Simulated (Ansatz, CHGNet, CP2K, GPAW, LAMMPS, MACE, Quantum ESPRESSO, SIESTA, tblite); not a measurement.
# Liquid mixture of dimethylformamide and H2O at 300 K (102 atoms) in tblite

Aim: run liquid mixture of dimethylformamide and H2O at 300 K (102 atoms) in tblite and see how near its forces come to a plane-wave reference, and at what cost.

Method: the method is named at each step, in tblite 0.8.0.

### Step 1. The structure

The cell holds 102 atoms: 15 C, 5 N, 19 O and 63 H. Its edges and angles: a = 10.188 Å, b = 10.188 Å, c = 10.188 Å, α = 90.0°, β = 90.0°, γ = 90.0°. 5 dimethylformamide, 14 H2O placed at random, at 0.97 g/cm³; overlaps pushed apart, then 10 ps at 450 K with MMFF94 bonds, angles, torsions, charges and radii (Halgren, J. Comput. Chem. 17, 490 (1996)) in harmonic and 12-6 forms; SPC/E water (Berendsen, Grigera and Straatsma, J. Phys. Chem. 91, 6269 (1987)). Snapshot after 20 ps at 300 K and fixed volume.

The yardstick, on the same geometry:

- method: Kohn-Sham DFT, PBE, SSSP efficiency 1.3.0 pseudopotentials, plane waves (Quantum ESPRESSO 7.5); sssp-pbe-1.3.0-efficiency, cutoffs 60/480 Ry, Γ point
- r.m.s. force component: 0.891 eV/Å
- longest force: 5.952 eV/Å
- pressure: 0.792 GPa
- gap (highest filled to lowest empty level): 3.676 eV
- time: 1.8 min on 2 MPI ranks of Arm Neoverse V2, shared host
- CPU time: 3.6 min

### Step 2. GFN1-xTB

Method: GFN1-xTB tight binding, diagonalisation.

Input file run.py:

```python
import numpy as np
from ase.io import read
from tblite.ase import TBLite

atoms = read("structure.xyz")
atoms.calc = TBLite(method="GFN1-xTB", electronic_temperature=580, accuracy=1.0, max_iterations=250, mixer_damping=0.4, verbosity=1)
energy = atoms.get_potential_energy()
forces = atoms.get_forces()
print(f"energy {energy:.6f} eV")
print("forces (eV/A)")
for i, (a, f) in enumerate(zip(atoms, forces)):
    print(f"{i:4d} {a.symbol:2s} {f[0]:10.5f} {f[1]:10.5f} {f[2]:10.5f}")
stress = -atoms.get_stress(voigt=False) * 160.21766
print("stress (GPa, compression positive)")
for row in stress:
    print(" ".join(f"{x:10.4f}" for x in row))
print("charges (e)")
print(np.array2string(atoms.get_charges(), precision=4, suppress_small=True, max_line_width=110, threshold=100000))
```

Input file structure.xyz:

```xyz
102
Lattice="10.18782 0.00000 0.00000 0.00000 10.18782 0.00000 0.00000 0.00000 10.18782" Properties=species:S:1:pos:R:3 pbc="T T T"
C 8.11093 5.56306 4.32055
N 9.14764 4.78573 3.60751
C 8.68196 4.13564 2.39852
C 0.29321 4.89606 3.97732
O 0.91935 5.65078 4.69098
H 8.52812 6.35985 4.91267
H 7.53491 6.06909 3.55942
H 7.59278 4.78848 4.85969
H 9.58012 3.81829 1.86030
H 8.10889 3.24268 2.65596
H 8.14251 4.84584 1.80762
H 0.95063 4.09713 3.51021
C 3.92679 5.63101 4.08226
N 4.11170 4.23915 4.28367
C 4.12647 3.38174 3.15119
C 4.15317 3.62146 5.49562
O 3.98323 4.20879 6.55739
H 2.98585 5.66239 3.43014
H 3.65692 6.16139 4.98113
H 4.80885 6.09344 3.65203
H 4.61325 3.91070 2.40483
H 4.69129 2.40076 3.43686
H 3.12491 3.13265 2.78189
H 4.43557 2.58485 5.44162
C 0.33599 0.88665 8.24867
N 0.83000 2.19232 8.61594
C 0.41515 3.39631 7.87213
C 1.37026 2.28788 9.89930
O 1.65562 1.24200 0.30105
H 0.10015 0.93208 7.22245
H 1.16854 0.28210 8.49807
H 9.60925 0.69298 8.85923
H 0.27731 4.20808 8.62582
H 1.22784 3.46692 7.17936
H 9.65143 3.19490 7.37415
H 1.66143 3.27600 0.05848
C 5.50774 1.60519 0.37298
N 6.34620 1.82280 9.38033
C 6.04983 0.93005 8.25916
C 6.94218 3.02578 9.16985
O 6.86262 3.97182 9.99303
H 4.47704 1.67692 0.02038
H 5.77028 0.65528 0.74891
H 5.65383 2.35787 1.14083
H 6.65947 1.21531 7.37119
H 6.26184 10.06241 8.63397
H 5.00375 1.03223 7.92826
H 7.54001 3.04096 8.15647
C 7.19484 0.90672 4.55141
N 7.06097 9.90745 5.19895
C 8.22942 9.37269 5.74868
C 5.86472 9.17301 5.20272
O 4.82933 9.58389 4.63760
H 7.51739 1.64971 5.21433
H 7.94589 0.73984 3.78620
H 6.26245 1.25280 4.04141
[... 42 atom lines left out ...]
H 4.60357 5.48696 7.31210
O 2.56916 9.92620 5.72423
H 2.55225 9.27621 6.48394
H 3.41689 9.81148 5.20628
```

On the command line:

```
OMP_NUM_THREADS=1 python run.py > output.txt
```

What it wrote:

```text
------------------------------------------------------------
  cycle        total energy    energy error   density error
------------------------------------------------------------
      1     -169.3122320021  -1.7052569E+02   6.0426759E-01
      2     -170.8171311431  -1.5048991E+00   3.1083297E-01
      3     -170.9261026966  -1.0897155E-01   1.0339204E-01
      4     -170.9409140766  -1.4811380E-02   3.2585125E-02
      5     -170.9469300723  -6.0159957E-03   8.0183420E-03
      6     -170.9473687889  -4.3871658E-04   1.2852409E-03
      7     -170.9473912511  -2.2462228E-05   3.5502567E-04
      8     -170.9473924123  -1.1611344E-06   7.4024555E-05
      9     -170.9473924402  -2.7895993E-08   2.4504024E-05
     10     -170.9473924480  -7.8136395E-09   6.8533893E-06
------------------------------------------------------------
 total:                                   1.335 sec
energy -4651.715486 eV
forces (eV/A)
   0 C     0.77070   -0.36334   -0.99910
   1 N     1.93999    1.60296    1.58138
   2 C     1.29447   -0.80242    0.42369
   3 C    -0.13950   -2.37005   -2.14536
   4 O    -1.18336    1.24520    1.09517
   5 H     0.44911   -0.13333    0.58444
   6 H    -0.68060   -0.10112   -0.12321
   7 H    -0.76194    0.31247    0.54471
   8 H    -0.15209   -0.06495   -0.17731
   9 H    -0.26969    0.11905   -0.13931
  10 H    -0.50884    0.22441   -0.37870
  11 H    -0.97946    0.05065   -0.34690
  12 C    -2.16998    0.57418   -1.09928
  13 N     0.44451   -1.85694    2.39718
  14 C     0.12353   -2.45014    0.59158
  15 C    -0.10944    1.90105   -0.55253
  16 O    -0.16524   -0.39389    0.15371
  17 H     1.46037    0.68188    0.30901
  18 H     0.06606   -0.09660    0.59155
  19 H    -0.02560    0.08131   -0.40896
  20 H     1.18061    0.71124   -1.80904
  21 H    -0.98851    1.61269   -0.72057
  22 H    -0.06427   -0.09455    0.28304
  23 H    -0.04228   -0.93526   -0.02804
[...]
94 H     0.04929   -0.89648    0.56777
  95 H    -0.79914    1.19384   -0.21529
  96 O     0.03323    0.56280   -0.72736
  97 H     0.31599   -1.13111    0.38806
  98 H     0.12825    1.02212    0.40662
  99 O    -0.16763   -0.14979    0.10767
 100 H     0.41670    0.57672   -0.66598
 101 H    -1.04626   -0.04857    0.92318
stress (GPa, compression positive)
   -2.2982    -0.0673    -0.5533
   -0.0673    -1.2973    -0.1760
   -0.5533    -0.1760    -0.7774
charges (e)
[ 0.0394 -0.2752  0.0583  0.454  -0.5481  0.0487  0.0505  0.0393  0.0418  0.0345  0.0618  0.0216  0.0632
 -0.2449  0.046   0.4378 -0.5663  0.0569  0.0576  0.0375  0.0553  0.0228  0.0492  0.0139  0.0549 -0.2576
  0.0444  0.4335 -0.5705  0.0444  0.0771  0.03    0.0457  0.0775  0.0312  0.0325  0.0515 -0.2425  0.05
  0.4374 -0.5592  0.0553  0.0562  0.047   0.0286  0.0563  0.0615  0.0052  0.06   -0.2332  0.0437  0.421
 -0.545   0.0346  0.0571  0.0446  0.0562  0.0649  0.0388  0.0423 -0.6749  0.3528  0.362  -0.7291  0.3827
  0.3291 -0.7133  0.3423  0.326  -0.7321  0.37    0.349  -0.7037  0.3452  0.3411 -0.702   0.3447  0.3396
 -0.7048  0.3477  0.3464 -0.7166  0.3432  0.3472 -0.7115  0.3565  0.3614 -0.6993  0.3547  0.3339 -0.7019
  0.3428  0.3432 -0.7395  0.3444  0.3518 -0.7286  0.3368  0.3598 -0.7412  0.3491  0.364 ]
```

It took 1.9 s on 1 thread of Arm Neoverse V2, shared host; peak memory 0.16 GiB.

Banners, paths, timers and routine set-up lines are dropped from the logs unmarked, and long logs keep their key lines alone; longer cuts are marked.

Numbers from this run, and their distance from the reference:

```
r.m.s. force component                  : 0.925 eV/Å
r.m.s. difference of force components   : 320.7 meV/Å
longest difference of force vectors     : 1388 meV/Å
force difference over r.m.s. force      : 36 %
slope of forces against the reference's : 0.9741
correlation of force components         : 0.9383
pressure                                : -1.458 GPa
pressure difference                     : -2.25 GPa
```

Length of the force difference by element (eV/Å):

```tsv
element	atoms	mean	most
C	15	0.53	1.2
H	63	0.36	1.00
N	5	0.47	0.53
O	19	0.83	1.4
```

Local excerpt of 9 atoms (numbers count through the whole input) about H78, picked at random; x, y, z are measured from there.

```tsv
atom	x	y	z	distance (Å)	bonds	Mulliken charge (e)	Fx	Fy	Fz (eV/Å)
H78	0.00	0.00	0.00	0.00	1	0.34	0.33	1.42	0.06
O76	0.20	0.96	-0.17	1.00	2	-0.70	-0.25	-0.79	0.69
H77	0.40	1.42	0.69	1.63	1	0.34	-0.13	-0.55	-0.83
O5	-0.44	-1.67	0.76	1.89	1	-0.55	-1.18	1.25	1.10
H18	1.63	-1.66	-0.50	2.38	1	0.06	1.46	0.68	0.31
H84	-0.67	2.03	-1.34	2.53	1	0.35	-0.37	0.58	-0.62
C4	-1.06	-2.43	0.04	2.65	3	0.45	-0.14	-2.37	-2.15
H92	-0.71	-1.04	2.47	2.77	1	0.34	0.05	0.75	1.04
H19	2.30	-1.16	1.05	2.78	1	0.06	0.07	-0.10	0.59
```

Atoms are counted from 1 here, from 0 in the log.

Forces lie 36 % from the reference's, at 0.0089 times its CPU time (on 1 against 2 cores).

Left out of this page: tblite IPEA1-xTB (killed or ended with an error).

### Step 3. Outcome

| Property | Result |
| --- | --- |
| force difference from the reference | tblite GFN1-xTB, 36 % |
| its CPU time | 1.9 s |

What this shows: Tight binding differs by 36 % (tblite GFN1-xTB); it is another model, with fitted parameters of its own, and the xTB methods hold dispersion. One electronic-structure run takes under half the reference's CPU time: tblite GFN1-xTB, at 36 % in 1.9 s against 3.6 min; its pressure misses by -2.2 GPa. Periodic xTB results under one method name differ between programs and library versions. The reference's pressure holds the uncorrected Pulay stress of its 60 Ry basis, so small pressure differences, and their order, may be the reference's own error. The network of contacts between molecules at the start is that of the classical potential that made the cell, and needn't be the one that DFT or experiment would give. The reference's PBE has no dispersion term, which matters for the binding between molecules or layers. The density was typed from a rule of thumb and may lie off the real one at this temperature. The electronic-structure runs sample only Γ, in a cell whose shortest periodic width is 10 Å.

[Also dropped from logs without a mark: logging warnings of Python, and SIESTA's first energy breakdown and zero terms.]

[Logs are printed without paths, hosts, clocks, repeated set-up lines and the standing remarks that a program may print on its own settings, such as how far it seeks lower states.]

[Hosts, paths, dates, database ids (printed as entryN), source tags and the programs' standing remarks are cut or masked in the printed files.]

[The MMFF94 radii named for the starting cell were scaled by 0.96; in molecules described by MMFF94, hydrogen bound to N, O or S took a small fixed 12-6 site in their place.]
